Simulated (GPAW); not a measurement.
# How the form of the self-energy moves the gap of SnO (Romarchite)

Aim: compare treatments of exchange, screening and correlation for the gap of SnO (Romarchite).

Program: GPAW 26.7.0. Level of theory: LDA and many-body steps on it, plane waves. Results are calculated unless marked as measured.

### Step 1. The structure

Symmetry: P4/nmm, No. 129, tetragonal system. Conventional cell: a = 3.799 Å, b = 3.799 Å, c = 4.841 Å, α = 90.00°, β = 90.00°, γ = 90.00°. Sn has 4 O at 2.22 Å nearest. Nearest to O lie 4 Sn at 2.22 Å. Farther neighbours and most contacts between anions are not listed.

Coordinates:

```cif
data_structure
_symmetry_space_group_name_H-M 'P4/nmm:1'
_symmetry_Int_Tables_number 129
_cell_length_a 3.7986
_cell_length_b 3.7986
_cell_length_c 4.8408
_cell_angle_alpha 90.000
_cell_angle_beta 90.000
_cell_angle_gamma 90.000
_cell_volume 69.85
loop_
_atom_site_label
_atom_site_type_symbol
_atom_site_symmetry_multiplicity
_atom_site_Wyckoff_symbol
_atom_site_fract_x
_atom_site_fract_y
_atom_site_fract_z
_atom_site_occupancy
Sn1 Sn 2 c 0.50000 0.00000 0.23690 1
O1 O 2 a 0.00000 0.00000 0.00000 1
```

The cell and positions come from the Crystallography Open Database and are kept as given unless a step says otherwise.

### Step 2. Empty states on the mesh, 4×4×2 mesh, 93 bands

This step: GPAW 26.7.0; DFT, LDA, plane waves, PAW.

The sums over transitions need many empty states on a uniform mesh; this step solves for them.

run.py

```python
import json
import numpy as np
from gpaw.mpi import world
from gpaw import GPAW

calc = GPAW('gs.gpw').fixed_density(kpts={'size': (4, 4, 2), 'gamma': True},
    nbands=108,
    convergence={'bands': 93},
    txt='nscf.txt')
calc.write('full.gpw', mode='all')
res = {}
kpts = calc.get_ibz_k_points()
res['kpts'] = kpts
res['eigenvalues'] = [calc.get_eigenvalues(kpt=k) for k in range(len(kpts))]
res['n_electrons'] = calc.get_number_of_electrons()

if world.rank == 0:
    with open('result.json', 'w') as f:
        json.dump(res, f, default=lambda x: x.tolist())
```

Run with:

```
$ mpirun -n 4 gpaw python run.py
```

Numbers of over 12 decimals in the logs are rounded to 6 here.

The log of the run:

```text
Diagonalizing LCAO Hamiltonian
Converting LCAO to pw mode
convergence criteria:
- Maximum integral of absolute [eigenst]ate change: 4e-08 eV^2 / valence electron
maximum number of iterations: 100

SCF iterations
|iter     |     time |      energy | eigst |  dens |
|iter:   1|  |             | +3.92 |       |
|iter:   2|  |             | +2.63 |       |
|iter:   3|  |             | +1.50 |       |
[...]
|iter:  12|  |             | -6.46 |       |
|iter:  13|  |             | -7.09 |       |
|iter:  14|  |             | -7.54c|       |
SCF steps: 14
  __  _  _
 | _ |_)|_||  |
 |__||  | ||/\| - 26.7.0

Input parameters:
  mode=PW(ecut=600.0),
  convergence={'bands': 93},
  gpts=array([24, 24, 28]),
  kpts=MonkhorstPack(size=(4, 4, 2), gamma=True),
  maxiter=100,
  nbands=108,
  occupations=Occupations(name='fermi-dirac', width=0.001, fixmagmom=False),
  parallel={},
  xc=XC(name='LDA')
# Writing to full.gpw (mode='all')
  [... matrices ...]

timing:  # [seconds]
  Total: 0.037  # ━━━━━━━━━━━━━━━━━━━━━━━━━━━━━━━━━━━━━━━━━━━━━━━━━━━━━━━━━━━
```

It took 22 s on 4 MPI ranks of Arm Neoverse V1, shared host; peak memory 0.91 GiB.

Numbers from this step:

```
gap                                                           : 0.1472 eV
k of the valence top                                          : 0, 0, 0
k of the conduction bottom                                    : 0.5, 0.5, 0
least direct gap                                              : 1.990 eV
k points computed                                             : 12
lowest point of the top converged band, above the valence top : 50.0402 eV
```

On this mesh the gap is 0.147 eV.

### Step 3. G0W0, Godby-Needs plasmon pole

Now the one-shot GW correction: screening in the RPA, then the self-energy of the levels asked for.

This step: G0W0 on LDA, plane waves, PAW.

run.py

```python
import json
import numpy as np
from gpaw.mpi import world
from gpaw.response.g0w0 import G0W0

gw = G0W0('full.gpw',
    filename='gw',
    kpts=[0, 10],
    bands=(18, 22),
    ecut=65,
    nbands=83,
    integrate_gamma='WS',
    ppa=True)
gw.calculate()
res = {mode: {k: v for k, v in r.items() if k != 'sigma_eskwn'}
       for mode, r in gw.all_results.items()}

if world.rank == 0:
    with open('result.json', 'w') as f:
        json.dump(res, f, default=lambda x: x.tolist())
```

Run with:

```
$ mpirun -n 4 gpaw python run.py
```

The log of the run:

```text
Using integrator: PointIntegrator
FrequencyGridDescriptor(from 0.000+0.000j to 0.000+27.211j eV, 2 points)
Nonperiodic BCs:  [False False False]
Using integrator: PointIntegrator
FrequencyGridDescriptor(from 0.000+0.000j to 0.000+27.211j eV, 2 points)
Nonperiodic BCs:  [False False False]
  ___  _ _ _
 |   || | | |
 | | || | | |
 |__ ||_____|
 |___|

BZ k-points: Symmetries present (total): 8

  [... matrices ...]
32 k-points: 4 x 4 x 2 Monkhorst-Pack grid + [1/8,1/8,1/4]
12 k-points in the irreducible part of the Brillouin zone
       k-points in crystal coordinates                weights
   0:     0.00000000    0.00000000    0.00000000          1/32
   1:     0.00000000    0.00000000    0.50000000          1/32
   2:     0.25000000    0.00000000    0.00000000          4/32
   3:     0.25000000    0.00000000    0.50000000          4/32
   4:     0.25000000    0.25000000    0.00000000          4/32
   5:     0.25000000    0.25000000    0.50000000          4/32
   6:     0.50000000    0.00000000    0.00000000          2/32
   7:     0.50000000    0.00000000    0.50000000          2/32
   8:     0.50000000    0.25000000    0.00000000          4/32
   9:     0.50000000    0.25000000    0.50000000          4/32
          ...
  11:     0.50000000    0.50000000    0.50000000          1/32

Distributing spins, k-points and bands (1 x 2 x 4) over 4 processes
Number of blocks: 1

Quasi particle states:
k-points (IBZ indices): [0, 10]
Band range: (18, 22)
  [... matrices ...]
Computational parameters:
Plane wave cut-off: 65 eV
Number of bands: 83
Coulomb cutoff: None
Broadening: 0.1 eV

fxc modes: GW
Kernel: RPA
Using Godby-Needs plasmon-pole approximation:
  Fitting energy: i*E0, E0 = 1.000 Hartree
Summing all q:

Calculating screened Coulomb potential
No Coulomb truncation
FrequencyGridDescriptor(from 0.000+0.000j to 0.000+27.211j eV, 2 points)
Removing empty qpoint cache files...

Calculating chi0 body with:
    Ground state adapter containing:
    Number of spins: 1
    Number of kpoints: 32
    Number of irreducible kpoints: 12
    Number of completely occupied states: 20
    Number of partially occupied states: 20
    Occupied states memory: 4.921875 M / cpu

    Linear response parametrization:
    q_c: [0.0, 0.0, 0.0]
    Number of frequency points: 2
    Planewave cutoff: 65.0
    Number of bands: 83
    Number of planewaves: 83
    Broadening (eta): 1e-06
    comm.size: 4
    kncomm.size: 4
    blockcomm.size: 1

    Memory estimate of potentially large arrays:
        chi0_wGG: 0.210236 M / cpu
Integrating chi0 body.

Symmetries of q_c:
    Direct symmetries (Uq -> q): 8
    Indirect symmetries (TUq -> q): 8
In total 16 allowed symmetries.

  [... matrices ...]
12 groups of equivalent kpoints. 62.5% reduction.

Integral kind: response function
Integrating chi0 head and wings.

Symmetries of q_c:
    Direct symmetries (Uq -> q): 8
    Indirect symmetries (TUq -> q): 8
In total 16 allowed symmetries.

  [... matrices ...]
12 groups of equivalent kpoints. 62.5% reduction.

Integral kind: response function wings

Calculating chi0 body with:
    Ground state adapter containing:
    Number of spins: 1
    Number of kpoints: 32
    Number of irreducible kpoints: 12
    Number of completely occupied states: 20
    Number of partially occupied states: 20
    Occupied states memory: 4.921875 M / cpu

    Linear response parametrization:
[... the further q-points ...]

Results:
f:      Occupation numbers
eps:     KS-eigenvalues [eV]
vxc:     KS vxc [eV]
exx:     Exact exchange [eV]
sigma:   Self-energies [eV]
dsigma:  Self-energy derivatives
Z:       Renormalization factors
qp:      QP-energies [eV]

k-point 0 (0): (0.000, 0.000, 0.000)                GW
band       f     eps     vxc     exx   sigma  dsigma       Z      qp
                                                                   GW
  18   1.000   3.244 -20.965 -25.860   5.241  -0.351   0.740   3.499
  19   1.000   6.426 -18.344 -18.856   1.365  -0.264   0.791   7.100
  20   0.000   8.505 -15.388 -10.458  -3.573  -0.229   0.814   9.609
  21   0.000  10.643 -13.523  -8.398  -3.844  -0.232   0.812  11.683

k-point 1 (10): (0.500, 0.500, 0.000)                GW
band       f     eps     vxc     exx   sigma  dsigma       Z      qp
                                                                   GW
  18   1.000   4.583 -15.619 -17.512   1.997  -0.265   0.790   4.665
  19   1.000   4.583 -15.619 -17.512   1.997  -0.265   0.790   4.665
  20   0.000   6.573 -11.698  -8.014  -3.016  -0.226   0.815   7.117
  21   0.000   6.573 -11.698  -8.014  -3.015  -0.226   0.815   7.119
```

It took 30 s on 4 MPI ranks; peak memory 1.2 GiB; 2 min of CPU time.

Numbers from this step:

* G0W0 gap on the points computed: 0.01700 eV
* least direct G0W0 gap on the computed points: 2.452 eV
* Z at the valence top: 0.7910
* Z at the conduction bottom: 0.8155
* starting gap on the mesh: 0.1472 eV
* k of the valence top: 0, 0, 0
* k of the conduction bottom: 0.5, 0.5, 0

The gap on the mesh goes from 0.15 eV to 0.02 eV, a correction of −0.13 eV.

### Step 4. G0W0, full frequency, Hilbert transform

Changes to run.py since step 3:

```diff
@@ -12,3 +12,5 @@
     integrate_gamma='WS',
-    ppa=True)
+    frequencies={'type': 'nonlinear', 'domega0': 0.1, 'omega2': 15.0},
+    eta=0.1,
+    nblocksmax=True)
 gw.calculate()
```

Run with:

```
$ mpirun -n 4 gpaw python run.py
```

The log of the run:

```text
Using integrator: PointIntegrator
NonLinearFrequencyDescriptor(from 0.000 to 70.290 eV, 240 points)
Nonperiodic BCs:  [False False False]
Using integrator: PointIntegrator
NonLinearFrequencyDescriptor(from 0.000 to 70.290 eV, 240 points)
Nonperiodic BCs:  [False False False]
  ___  _ _ _
 |   || | | |
 | | || | | |
 |__ ||_____|
 |___|

BZ k-points: Symmetries present (total): 8

  [... matrices ...]
32 k-points: 4 x 4 x 2 Monkhorst-Pack grid + [1/8,1/8,1/4]
12 k-points in the irreducible part of the Brillouin zone
       k-points in crystal coordinates                weights
   0:     0.00000000    0.00000000    0.00000000          1/32
   1:     0.00000000    0.00000000    0.50000000          1/32
   2:     0.25000000    0.00000000    0.00000000          4/32
[...]
9:     0.50000000    0.25000000    0.50000000          4/32
          ...
  11:     0.50000000    0.50000000    0.50000000          1/32

Distributing spins, k-points and bands (1 x 2 x 4) over 1 process
Number of blocks: 4

Quasi particle states:
k-points (IBZ indices): [0, 10]
Band range: (18, 22)
  [... matrices ...]
Computational parameters:
Plane wave cut-off: 65 eV
Number of bands: 83
Coulomb cutoff: None
Broadening: 0.1 eV

fxc modes: GW
Kernel: RPA
Using full-frequency real axis integration
Summing all q:

Calculating screened Coulomb potential
No Coulomb truncation
NonLinearFrequencyDescriptor(from 0.000 to 70.290 eV, 240 points)
Removing empty qpoint cache files...

Calculating chi0 body with:
    Ground state adapter containing:
    Number of spins: 1
    Number of kpoints: 32
    Number of irreducible kpoints: 12
    Number of completely occupied states: 20
    Number of partially occupied states: 20
    Occupied states memory: 4.921875 M / cpu

[...]
Number of frequency points: 240
    Planewave cutoff: 65.0
    Number of bands: 83
    Number of planewaves: 83
    Broadening (eta): 0.1
    comm.size: 4
    kncomm.size: 1
    blockcomm.size: 4

    Memory estimate of potentially large arrays:
        chi0_wGG: 6.307068 M / cpu
Integrating chi0 body.

Symmetries of q_c:
    Direct symmetries (Uq -> q): 8
    Indirect symmetries (TUq -> q): 8
In total 16 allowed symmetries.

  [... matrices ...]
12 groups of equivalent kpoints. 62.5% reduction.

Integral kind: spectral function
Integrating chi0 head and wings.

Symmetries of q_c:
    Direct symmetries (Uq -> q): 8
    Indirect symmetries (TUq -> q): 8
In total 16 allowed symmetries.

  [... matrices ...]
12 groups of equivalent kpoints. 62.5% reduction.

Integral kind: spectral function wings

Calculating chi0 body with:
    Ground state adapter containing:
    Number of spins: 1
    Number of kpoints: 32
    Number of irreducible kpoints: 12
    Number of completely occupied states: 20
    Number of partially occupied states: 20
    Occupied states memory: 4.921875 M / cpu

    Linear response parametrization:
[... the further q-points ...]

Results:
f:      Occupation numbers
eps:     KS-eigenvalues [eV]
vxc:     KS vxc [eV]
exx:     Exact exchange [eV]
sigma:   Self-energies [eV]
dsigma:  Self-energy derivatives
Z:       Renormalization factors
qp:      QP-energies [eV]

k-point 0 (0): (0.000, 0.000, 0.000)                GW
band       f     eps     vxc     exx   sigma  dsigma       Z      qp
                                                                   GW
  18   1.000   3.244 -20.965 -25.860   5.196  -0.415   0.707   3.456
  19   1.000   6.426 -18.344 -18.856   1.379  -0.314   0.761   7.086
  20   0.000   8.505 -15.388 -10.458  -3.516  -0.262   0.792   9.626
[...]
k-point 1 (10): (0.500, 0.500, 0.000)                GW
band       f     eps     vxc     exx   sigma  dsigma       Z      qp
                                                                   GW
[...]
20   0.000   6.573 -11.698  -8.014  -2.943  -0.270   0.787   7.156
  21   0.000   6.573 -11.698  -8.014  -2.941  -0.270   0.787   7.158
```

Run time: 45 s. Hardware: 4 MPI ranks; peak memory 1.3 GiB.

Numbers from this step:

* G0W0 gap on the points computed: 0.07018 eV
* least direct G0W0 gap on the computed points: 2.456 eV
* Z at the valence top: 0.7613
* Z at the conduction bottom: 0.7874
* starting gap on the mesh: 0.1472 eV
* k of the valence top: 0, 0, 0
* k of the conduction bottom: 0.5, 0.5, 0

Against G0W0 in GPAW (4×4×2 mesh, 83 bands, screening to 65 eV, Godby-Needs plasmon pole), the gap moves by +0.053 eV.

### Step 5. G0W0, multipole

Changes to run.py since step 4:

```diff
@@ -12,5 +12,3 @@
     integrate_gamma='WS',
-    frequencies={'type': 'nonlinear', 'domega0': 0.1, 'omega2': 15.0},
-    eta=0.1,
-    nblocksmax=True)
+    mpa={'npoles': 4, 'wrange': [0, 40], 'varpi': 20.0, 'eta0': 0.01, 'eta_rest': 1.0, 'alpha': 1})
 gw.calculate()
```

Run with:

```
$ mpirun -n 4 gpaw python run.py
```

The log of the run:

```text
Using integrator: PointIntegrator
FrequencyGridDescriptor(from 0.000+0.010j to 40.000+20.000j eV, 8 points)
Nonperiodic BCs:  [False False False]
Using integrator: PointIntegrator
FrequencyGridDescriptor(from 0.000+0.010j to 40.000+20.000j eV, 8 points)
Nonperiodic BCs:  [False False False]
  ___  _ _ _
 |   || | | |
 | | || | | |
 |__ ||_____|
 |___|

BZ k-points: Symmetries present (total): 8

  [... matrices ...]
32 k-points: 4 x 4 x 2 Monkhorst-Pack grid + [1/8,1/8,1/4]
12 k-points in the irreducible part of the Brillouin zone
[...]
GW
  18   1.000   3.244 -20.965 -25.860   5.172  -0.390   0.719   3.443
  19   1.000   6.426 -18.344 -18.856   1.373  -0.297   0.771   7.090
  20   0.000   8.505 -15.388 -10.458  -3.508  -0.256   0.796   9.637
[...]
k-point 1 (10): (0.500, 0.500, 0.000)                GW
band       f     eps     vxc     exx   sigma  dsigma       Z      qp
                                                                   GW
[...]
20   0.000   6.573 -11.698  -8.014  -2.935  -0.259   0.794   7.168
  21   0.000   6.573 -11.698  -8.014  -2.933  -0.259   0.794   7.169
```

Wall time 34 s (4 MPI ranks); peak memory 1.3 GiB.

This step gave:

| Item | Value |
| --- | --- |
| G0W0 gap on the points computed | 0.07775 eV |
| least direct G0W0 gap on the computed points | 2.471 eV |
| starting gap on the mesh | 0.1472 eV |
| k of the valence top | 0, 0, 0 |
| k of the conduction bottom | 0.5, 0.5, 0 |

Against G0W0 in GPAW (4×4×2 mesh, 83 bands, screening to 65 eV, Godby-Needs plasmon pole), the gap moves by +0.061 eV.

### Step 6. Side by side

Times are wall times on 4 MPI ranks of Arm Neoverse V1, shared host, good to a factor of about two.

| run | mesh | bands | screening cutoff (eV) | DFT gap (eV) | gap on the mesh (eV) | direct (eV) | time |
| --- | --- | --- | --- | --- | --- | --- | --- |
| G0W0, Godby-Needs plasmon pole | 4×4×2 | 83 | 65 | 0.147 | 0.017 | 2.452 | 30 s |
| G0W0, full frequency, Hilbert transform | 4×4×2 | 83 | 65 | 0.147 | 0.070 | 2.456 | 45 s |
| G0W0, multipole | 4×4×2 | 83 | 65 | 0.147 | 0.078 | 2.471 | 34 s |

### Step 7. Summary of results

| Item | Value |
| --- | --- |
| G0W0, Godby-Needs plasmon pole | 0.017 eV |
| G0W0, full frequency, Hilbert transform | 0.070 eV |
| G0W0, multipole | 0.078 eV |
| known limits | not at the basis limit; no spin-orbit coupling; coarse k mesh |

G0W0, full frequency, Hilbert transform: +0.053 eV against G0W0, Godby-Needs plasmon pole. G0W0, multipole: +0.061 eV against G0W0, Godby-Needs plasmon pole. Bands and cutoff are finite, so the gap is not at the basis limit. The miss can reach some tenths of an eV and take either sign; the mesh is an error of its own. These stock PAW sets were not made for GW. In the G0W0 runs levels were corrected at 2 k points alone, so a gap called «on the mesh» is the least over those, and an edge elsewhere would be missed. The 4×4×2 mesh is coarse for this cell, which bears on the long-range parts of exchange and screening. The many-body steps are scalar-relativistic: spin-orbit coupling is not in them.

[Paths, hosts, dates, memory and timing lines, banners, echoed tables and standing remarks are left out of the program output.]

[Logs are printed without paths, hosts, clocks, repeated set-up lines and the standing remarks that a program may print on its own settings, such as how far it seeks lower states.]

[Runs of the session that timed out or met a known fault of the program may be left out.]

[Hosts, paths, dates, database ids (printed as entryN), source tags and the programs' standing remarks are cut or masked in the printed files.]
